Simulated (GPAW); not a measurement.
# Settings that the conductance of an In chain with a Cl atom on top of one atom needs, part 2 of 3

Aim: the cheapest settings that leave the conductance of an In chain with a Cl atom on top of one atom unchanged.

GPAW 26.7.0; GPAW LCAO, PAW setups; Landauer transmission from Green's functions with principal layers (ASE), zero bias.

So far, conductance (G₀): step 2 (base settings) 1.60; step 4 (varying the lead periods between scatterer and principal layer …) 1.62; step 5 (16 atoms, SCF mesh 1×1×2) 1.59; step 6 (20 atoms, SCF mesh 1×1×2) 1.61; step 8 (energies [-3, 3, 0.2] eV) 1.56.

## (9) Energy step: de = 0.1

File run.py:

```python
import json
import numpy as np
from ase import Atoms
from ase.transport.calculators import TransportCalculator
from gpaw import GPAW, FermiDirac
from gpaw.lcao.tools import get_lcao_hamiltonian
from scipy.linalg import eigh

# The junction with lead layers at both ends, along the third cell vector
device = Atoms(
    ['In', 'In', 'In', 'In', 'In', 'In', 'Cl', 'In', 'In', 'In', 'In', 'In'],
    positions=[
        [4.50000, 4.50000, 1.47500],
        [4.50000, 4.50000, 4.42500],
        [4.50000, 4.50000, 7.37500],
        [4.50000, 4.50000, 10.32500],
        [4.50000, 4.50000, 13.27500],
        [4.50000, 4.50000, 16.22500],
        [6.72080, 4.50000, 16.22500],
        [4.50000, 4.50000, 19.17500],
        [4.50000, 4.50000, 22.12500],
        [4.50000, 4.50000, 25.07500],
        [4.50000, 4.50000, 28.02500],
        [4.50000, 4.50000, 30.97500]],
    cell=[[9.0, 0.0, 0.0], [0.0, 9.0, 0.0], [0.0, 0.0, 32.45]],
    pbc=True)

# One principal layer of the lead: the first 3 atoms of the device
lead = Atoms(
    ['In', 'In', 'In'],
    positions=[
        [4.50000, 4.50000, 1.47500],
        [4.50000, 4.50000, 4.42500],
        [4.50000, 4.50000, 7.37500]],
    cell=[[9.0, 0.0, 0.0], [0.0, 9.0, 0.0], [0.0, 0.0, 8.85]],
    pbc=True)

settings = dict(mode='lcao', basis='szp(dzp)', xc='LDA', h=0.2,
                occupations=FermiDirac(0.1), maxiter=250,
                mixer=dict(beta=0.1, nmaxold=8, weight=100.0),
                convergence=dict(density=0.0001))
energies = np.arange(-3, 3 + 1e-9, 0.1)
eta = 0.0001
n1, n2 = 1, 1
# k and -k transmit alike, so half of the mesh across the current serves
mesh = [(i, j) for i in range(n1) for j in range(n2) if (i, j) <= (-i % n1, -j % n2)]
weights = np.array([1 if (i, j) == (-i % n1, -j % n2) else 2 for i, j in mesh]) / (n1 * n2)

# [... helper functions left out ...]
fermi_lead = ground_state(lead, (1, 1, 13), 'lead.txt')
fermi_device = ground_state(device, (1, 1, 3), 'device.txt')
# [... loop over the mesh left out, but for ...]
        # Shift the lead onto the potential of the device's first layer
        shift = ((H[:, 0, 0] - H0[:, 0, 0]) / S0[0, 0]).real.mean()
# [...]
kT = 8.617333e-5 * 300
bias = [0.1, 0.2, 0.5, 1.0, 1.5, 2.0]
# [... integrals and printing left out ...]
```

The run is started by

```bash
$ OMP_NUM_THREADS=1 OPENBLAS_NUM_THREADS=2 python run.py
```

Wall time 25 s (2 threads of Arm Neoverse V2, shared host); peak memory 1.1 GiB.

This step gave:

| Item | Value |
| --- | --- |
| conductance | 1.596 G₀ |

One spin. Table of transmission, zone mean by energy, zero at the Fermi level:

energy (eV), transmission, zone mean and a bar:
```
    -3.00       0.54 ########
    -2.80       0.40 ######
    -2.70       0.36 #####
    -2.50       0.29 ####
    -2.40       0.23 ###
    -2.20       0.00 
    -2.00       0.00 
    -1.90       0.00 
    -1.70       0.00 
    -1.50       0.00 
    -1.40       0.00 
    -1.20       0.64 #########
    -1.10       0.87 #############
    -0.90       0.96 ##############
    -0.70       0.98 ##############
    -0.60       0.98 ##############
    -0.40       0.99 ##############
    -0.20       0.99 ##############
    -0.10       1.46 #####################
     0.00       1.63 ########################
     0.10       1.63 ########################
     0.20       1.60 #######################
     0.40       1.59 #######################
     0.60       1.65 ########################
     0.70       1.69 #########################
     0.90       1.78 ##########################
     1.10       1.85 ###########################
     1.20       1.88 ###########################
     1.40       1.93 ############################
     1.50       1.95 ############################
     1.70       1.98 #############################
     1.90       2.01 #############################
     2.00       2.02 #############################
     2.20       2.04 ##############################
     2.40       2.06 ##############################
     2.50       2.06 ##############################
     2.70       2.06 ##############################
     2.80       2.06 ##############################
     3.00       2.05 ##############################
```

Not self-consistent under bias; the bias window is split evenly. Table of current through one cell, from the zero-bias transmission by bias:

```csv
bias (V),"current through one cell, from the zero-bias transmission (μA)"
0.100,12.3
0.200,24.3
0.500,56.4
1.000,106
1.500,158
2.000,210
```

The conductance, 1.60 G₀, lies 0.4 % below that of the base run.

## (10) Energy step: de = 0.025

Changes to run.py since step 9:

```diff
@@ -41,3 +41,3 @@
                 convergence=dict(density=0.0001))
-energies = np.arange(-3, 3 + 1e-9, 0.1)
+energies = np.arange(-3, 3 + 1e-9, 0.025)
 eta = 0.0001
```

Run time: 29 s. Hardware: 2 threads; peak memory 1.1 GiB.

The conductance, 1.61 G₀, lies 0.5 % above that of the base run.

## (11) Energy step: de = 0.0125

Changes to run.py since step 10:

```diff
@@ -41,3 +41,3 @@
                 convergence=dict(density=0.0001))
-energies = np.arange(-3, 3 + 1e-9, 0.025)
+energies = np.arange(-3, 3 + 1e-9, 0.0125)
 eta = 0.0001
```

Wall time 30 s (2 threads); peak memory 1.1 GiB.

One spin. Table of transmission, zone mean by energy, zero at the Fermi level:

```csv
energy (eV),"transmission, zone mean"
-3.000,0.539
-2.800,0.398
-2.600,0.330
-2.400,0.230
-2.200,6.5e-8
-2.000,6.7e-7
-1.800,4.4e-9
-1.600,2.3e-9
-1.400,9.2e-9
-1.200,0.637
-1.000,0.932
-0.800,0.971
-0.600,0.982
-0.400,0.986
-0.200,0.985
0.000,1.63
0.200,1.60
0.400,1.59
0.600,1.65
0.800,1.74
1.000,1.82
1.200,1.88
1.400,1.93
1.600,1.96
1.800,2.00
2.000,2.02
2.200,2.04
2.400,2.06
2.600,2.06
2.800,2.06
3.000,2.05
```

The conductance, 1.61 G₀, lies 0.5 % above that of the base run.

## (12) Convergence in the energy step

This step: convergence of the conductance (GPAW 26.7.0).

The conductance by energy step:

```csv
energy step (eV),conductance (G₀)
0.0125,1.61
0.0250,1.61
0.0750,1.60
0.1000,1.60
0.2000,1.56
```

## (13) Width of the vacuum box

The images of the wire across the vacuum must not overlap or polarise each other.

This step: GPAW LCAO, PAW setups; Landauer transmission from Green's functions with principal layers (ASE), zero bias (GPAW 26.7.0).

The cell differs from the one that the last finished run ended in (a 9.000 → 5.000 Å, b 9.000 → 5.000 Å).

Changes to run.py since step 11:

```diff
@@ -12,15 +12,15 @@
     positions=[
-        [4.50000, 4.50000, 1.47500],
-        [4.50000, 4.50000, 4.42500],
-        [4.50000, 4.50000, 7.37500],
-        [4.50000, 4.50000, 10.32500],
-        [4.50000, 4.50000, 13.27500],
-        [4.50000, 4.50000, 16.22500],
-        [6.72080, 4.50000, 16.22500],
-        [4.50000, 4.50000, 19.17500],
-        [4.50000, 4.50000, 22.12500],
-        [4.50000, 4.50000, 25.07500],
-        [4.50000, 4.50000, 28.02500],
-        [4.50000, 4.50000, 30.97500]],
-    cell=[[9.0, 0.0, 0.0], [0.0, 9.0, 0.0], [0.0, 0.0, 32.45]],
+        [2.50000, 2.50000, 1.47500],
+        [2.50000, 2.50000, 4.42500],
+        [2.50000, 2.50000, 7.37500],
+        [2.50000, 2.50000, 10.32500],
+        [2.50000, 2.50000, 13.27500],
+        [2.50000, 2.50000, 16.22500],
+        [4.72080, 2.50000, 16.22500],
+        [2.50000, 2.50000, 19.17500],
+        [2.50000, 2.50000, 22.12500],
+        [2.50000, 2.50000, 25.07500],
+        [2.50000, 2.50000, 28.02500],
+        [2.50000, 2.50000, 30.97500]],
+    cell=[[5.0, 0.0, 0.0], [0.0, 5.0, 0.0], [0.0, 0.0, 32.45]],
     pbc=True)
@@ -31,6 +31,6 @@
     positions=[
-        [4.50000, 4.50000, 1.47500],
-        [4.50000, 4.50000, 4.42500],
-        [4.50000, 4.50000, 7.37500]],
-    cell=[[9.0, 0.0, 0.0], [0.0, 9.0, 0.0], [0.0, 0.0, 8.85]],
+        [2.50000, 2.50000, 1.47500],
+        [2.50000, 2.50000, 4.42500],
+        [2.50000, 2.50000, 7.37500]],
+    cell=[[5.0, 0.0, 0.0], [0.0, 5.0, 0.0], [0.0, 0.0, 8.85]],
     pbc=True)
@@ -41,3 +41,3 @@
                 convergence=dict(density=0.0001))
-energies = np.arange(-3, 3 + 1e-9, 0.0125)
+energies = np.arange(-3, 3 + 1e-9, 0.075)
 eta = 0.0001
```

Wall time 44 s (2 threads); peak memory 0.61 GiB.

Numbers from this step:

| Property | Result |
| --- | --- |
| conductance | 0.9193 G₀ |
| largest coupling past the next principal layer | 1.84e-6 eV |
| largest misfit of the first principal layer | 0.03500 eV |
| shift that aligns the lead | -5.16e-4 eV |
| transmission at the Fermi level (one spin) | 0.9257 |

One spin. Table of transmission, zone mean by energy, zero at the Fermi level:

energy (eV), transmission, zone mean and a bar:
```
    -3.00       0.00 
    -2.85       0.00 
    -2.70       0.00 
    -2.55       0.00 
    -2.33       0.00 
    -2.17       0.18 ####
    -2.02       0.38 #########
    -1.88       0.51 ############
    -1.73       0.60 ##############
    -1.57       0.66 ###############
    -1.35       0.73 ################
    -1.20       0.76 #################
    -1.05       0.78 ##################
    -0.90       0.80 ##################
    -0.75       0.82 ###################
    -0.60       0.83 ###################
    -0.38       0.84 ###################
    -0.23       0.85 ###################
    -0.07       0.87 ####################
     0.00       0.93 #####################
     0.07       0.96 ######################
     0.23       0.96 ######################
     0.38       0.95 ######################
     0.60       0.96 ######################
     0.75       0.98 ######################
     0.90       1.00 #######################
     1.05       1.03 #######################
     1.20       1.06 ########################
     1.35       1.09 #########################
     1.57       1.13 ##########################
     1.73       1.15 ##########################
     1.88       1.18 ###########################
     2.02       1.20 ###########################
     2.17       1.23 ############################
     2.33       1.26 #############################
     2.55       1.30 ##############################
     2.70       1.32 ##############################
     2.85       1.32 ##############################
     3.00       1.30 #############################
```

Not self-consistent under bias; the bias window is split evenly. Current through one cell, from the zero-bias transmission against bias:

```csv
bias (V),"current through one cell, from the zero-bias transmission (μA)"
0.100,7.11
0.200,14.2
0.500,35.2
1.000,70.1
1.500,105
2.000,140
```

The conductance, 0.919 G₀, lies 43 % below that of the base run.

## (14) Width of the vacuum box, box 6 Å

The cell differs from the one that the last finished run ended in (a 5.000 → 6.000 Å, b 5.000 → 6.000 Å).

Changes to run.py since step 13:

```diff
@@ -12,15 +12,15 @@
     positions=[
-        [2.50000, 2.50000, 1.47500],
-        [2.50000, 2.50000, 4.42500],
-        [2.50000, 2.50000, 7.37500],
-        [2.50000, 2.50000, 10.32500],
-        [2.50000, 2.50000, 13.27500],
-        [2.50000, 2.50000, 16.22500],
-        [4.72080, 2.50000, 16.22500],
-        [2.50000, 2.50000, 19.17500],
-        [2.50000, 2.50000, 22.12500],
-        [2.50000, 2.50000, 25.07500],
-        [2.50000, 2.50000, 28.02500],
-        [2.50000, 2.50000, 30.97500]],
-    cell=[[5.0, 0.0, 0.0], [0.0, 5.0, 0.0], [0.0, 0.0, 32.45]],
+        [3.00000, 3.00000, 1.47500],
+        [3.00000, 3.00000, 4.42500],
+        [3.00000, 3.00000, 7.37500],
+        [3.00000, 3.00000, 10.32500],
+        [3.00000, 3.00000, 13.27500],
+        [3.00000, 3.00000, 16.22500],
+        [5.22080, 3.00000, 16.22500],
+        [3.00000, 3.00000, 19.17500],
+        [3.00000, 3.00000, 22.12500],
+        [3.00000, 3.00000, 25.07500],
+        [3.00000, 3.00000, 28.02500],
+        [3.00000, 3.00000, 30.97500]],
+    cell=[[6.0, 0.0, 0.0], [0.0, 6.0, 0.0], [0.0, 0.0, 32.45]],
     pbc=True)
@@ -31,6 +31,6 @@
     positions=[
-        [2.50000, 2.50000, 1.47500],
-        [2.50000, 2.50000, 4.42500],
-        [2.50000, 2.50000, 7.37500]],
-    cell=[[5.0, 0.0, 0.0], [0.0, 5.0, 0.0], [0.0, 0.0, 8.85]],
+        [3.00000, 3.00000, 1.47500],
+        [3.00000, 3.00000, 4.42500],
+        [3.00000, 3.00000, 7.37500]],
+    cell=[[6.0, 0.0, 0.0], [0.0, 6.0, 0.0], [0.0, 0.0, 8.85]],
     pbc=True)
```

It took 31 s on 2 threads; peak memory 0.67 GiB.

Numbers from this step:

- conductance: 1.275 G₀
- largest coupling past the next principal layer: 1.86e-6 eV
- largest misfit of the first principal layer: 0.03622 eV
- shift that aligns the lead: -0.004454 eV
- transmission at the Fermi level (one spin): 1.307

One spin. Table of transmission, zone mean by energy, zero at the Fermi level:

```csv
energy (eV),"transmission, zone mean"
-3.00,0.895
-2.77,0.763
-2.55,1.9e-5
-2.40,1.1e-7
-2.17,2.2e-9
-1.95,1.4e-9
-1.73,7.3e-9
-1.57,0.132
-1.35,0.789
-1.12,0.889
-0.90,0.926
-0.75,0.939
-0.53,0.949
-0.30,0.954
-0.07,1.18
0.00,1.31
0.07,1.31
0.30,1.26
0.53,1.28
0.75,1.36
0.90,1.42
1.12,1.51
1.35,1.59
1.57,1.65
1.73,1.69
1.95,1.75
2.17,1.81
2.40,1.86
2.55,1.89
2.77,1.92
3.00,1.93
```

Not self-consistent under bias; the bias window is split evenly. Current through one cell, from the zero-bias transmission against bias:

```csv
bias (V),"current through one cell, from the zero-bias transmission (μA)"
0.100,9.82
0.200,19.3
0.500,45.8
1.000,88.8
1.500,133
2.000,178
```

The conductance, 1.27 G₀, lies 20 % below that of the base run.

## (15) Width of the vacuum box, box 7.5 Å

The cell differs from the one that the last finished run ended in (a 6.000 → 7.500 Å, b 6.000 → 7.500 Å).

Changes to run.py since step 14:

```diff
@@ -12,15 +12,15 @@
     positions=[
-        [3.00000, 3.00000, 1.47500],
-        [3.00000, 3.00000, 4.42500],
-        [3.00000, 3.00000, 7.37500],
-        [3.00000, 3.00000, 10.32500],
-        [3.00000, 3.00000, 13.27500],
-        [3.00000, 3.00000, 16.22500],
-        [5.22080, 3.00000, 16.22500],
-        [3.00000, 3.00000, 19.17500],
-        [3.00000, 3.00000, 22.12500],
-        [3.00000, 3.00000, 25.07500],
-        [3.00000, 3.00000, 28.02500],
-        [3.00000, 3.00000, 30.97500]],
-    cell=[[6.0, 0.0, 0.0], [0.0, 6.0, 0.0], [0.0, 0.0, 32.45]],
+        [3.75000, 3.75000, 1.47500],
+        [3.75000, 3.75000, 4.42500],
+        [3.75000, 3.75000, 7.37500],
+        [3.75000, 3.75000, 10.32500],
+        [3.75000, 3.75000, 13.27500],
+        [3.75000, 3.75000, 16.22500],
+        [5.97080, 3.75000, 16.22500],
+        [3.75000, 3.75000, 19.17500],
+        [3.75000, 3.75000, 22.12500],
+        [3.75000, 3.75000, 25.07500],
+        [3.75000, 3.75000, 28.02500],
+        [3.75000, 3.75000, 30.97500]],
+    cell=[[7.5, 0.0, 0.0], [0.0, 7.5, 0.0], [0.0, 0.0, 32.45]],
     pbc=True)
@@ -31,6 +31,6 @@
     positions=[
-        [3.00000, 3.00000, 1.47500],
-        [3.00000, 3.00000, 4.42500],
-        [3.00000, 3.00000, 7.37500]],
-    cell=[[6.0, 0.0, 0.0], [0.0, 6.0, 0.0], [0.0, 0.0, 8.85]],
+        [3.75000, 3.75000, 1.47500],
+        [3.75000, 3.75000, 4.42500],
+        [3.75000, 3.75000, 7.37500]],
+    cell=[[7.5, 0.0, 0.0], [0.0, 7.5, 0.0], [0.0, 0.0, 8.85]],
     pbc=True)
```

Run time: 25 s. Hardware: 2 threads; peak memory 0.86 GiB.

The conductance, 1.53 G₀, lies 4.4 % below that of the base run.

## (16) Varying the width of the vacuum box, box 11 × 11 Å

The cell differs from the one that the last finished run ended in (a 7.500 → 11.000 Å, b 7.500 → 11.000 Å).

Changes to run.py since step 15:

```diff
@@ -12,15 +12,15 @@
     positions=[
-        [3.75000, 3.75000, 1.47500],
-        [3.75000, 3.75000, 4.42500],
-        [3.75000, 3.75000, 7.37500],
-        [3.75000, 3.75000, 10.32500],
-        [3.75000, 3.75000, 13.27500],
-        [3.75000, 3.75000, 16.22500],
-        [5.97080, 3.75000, 16.22500],
-        [3.75000, 3.75000, 19.17500],
-        [3.75000, 3.75000, 22.12500],
-        [3.75000, 3.75000, 25.07500],
-        [3.75000, 3.75000, 28.02500],
-        [3.75000, 3.75000, 30.97500]],
-    cell=[[7.5, 0.0, 0.0], [0.0, 7.5, 0.0], [0.0, 0.0, 32.45]],
+        [5.50000, 5.50000, 1.47500],
+        [5.50000, 5.50000, 4.42500],
+        [5.50000, 5.50000, 7.37500],
+        [5.50000, 5.50000, 10.32500],
+        [5.50000, 5.50000, 13.27500],
+        [5.50000, 5.50000, 16.22500],
+        [7.72080, 5.50000, 16.22500],
+        [5.50000, 5.50000, 19.17500],
+        [5.50000, 5.50000, 22.12500],
+        [5.50000, 5.50000, 25.07500],
+        [5.50000, 5.50000, 28.02500],
+        [5.50000, 5.50000, 30.97500]],
+    cell=[[11.0, 0.0, 0.0], [0.0, 11.0, 0.0], [0.0, 0.0, 32.45]],
     pbc=True)
@@ -31,6 +31,6 @@
     positions=[
-        [3.75000, 3.75000, 1.47500],
-        [3.75000, 3.75000, 4.42500],
-        [3.75000, 3.75000, 7.37500]],
-    cell=[[7.5, 0.0, 0.0], [0.0, 7.5, 0.0], [0.0, 0.0, 8.85]],
+        [5.50000, 5.50000, 1.47500],
+        [5.50000, 5.50000, 4.42500],
+        [5.50000, 5.50000, 7.37500]],
+    cell=[[11.0, 0.0, 0.0], [0.0, 11.0, 0.0], [0.0, 0.0, 8.85]],
     pbc=True)
```

Elapsed: 33 s, on 2 threads; peak memory 1.6 GiB.

One spin. Table of transmission, zone mean by energy, zero at the Fermi level:

energy (eV), transmission, zone mean and a bar:
```
    -3.00       0.54 ########
    -2.85       0.42 ######
    -2.70       0.36 #####
    -2.55       0.31 #####
    -2.33       0.16 ##
    -2.17       0.00 
    -2.02       0.00 
    -1.88       0.00 
    -1.73       0.00 
    -1.57       0.00 
    -1.35       0.00 
    -1.20       0.62 #########
    -1.05       0.91 #############
    -0.90       0.96 ##############
    -0.75       0.97 ##############
    -0.60       0.98 ##############
    -0.38       0.99 ##############
    -0.23       0.99 ##############
    -0.07       1.54 ######################
     0.00       1.63 ########################
     0.07       1.64 ########################
     0.23       1.60 #######################
     0.38       1.59 #######################
     0.60       1.66 ########################
     0.75       1.72 #########################
     0.90       1.79 ##########################
     1.05       1.84 ###########################
     1.20       1.89 ###########################
     1.35       1.92 ############################
     1.57       1.96 #############################
     1.73       1.99 #############################
     1.88       2.01 #############################
     2.02       2.03 #############################
     2.17       2.04 ##############################
     2.33       2.05 ##############################
     2.55       2.06 ##############################
     2.70       2.06 ##############################
     2.85       2.06 ##############################
     3.00       2.05 ##############################
```

The conductance, 1.61 G₀, lies 0.3 % above that of the base run.

[end of part 2 of 3]

[Logs are printed without paths, hosts, clocks, repeated set-up lines and the standing remarks that a program may print on its own settings, such as how far it seeks lower states.]

[Hosts, paths, dates, database ids (printed as entryN), source tags and the programs' standing remarks are cut or masked in the printed files.]
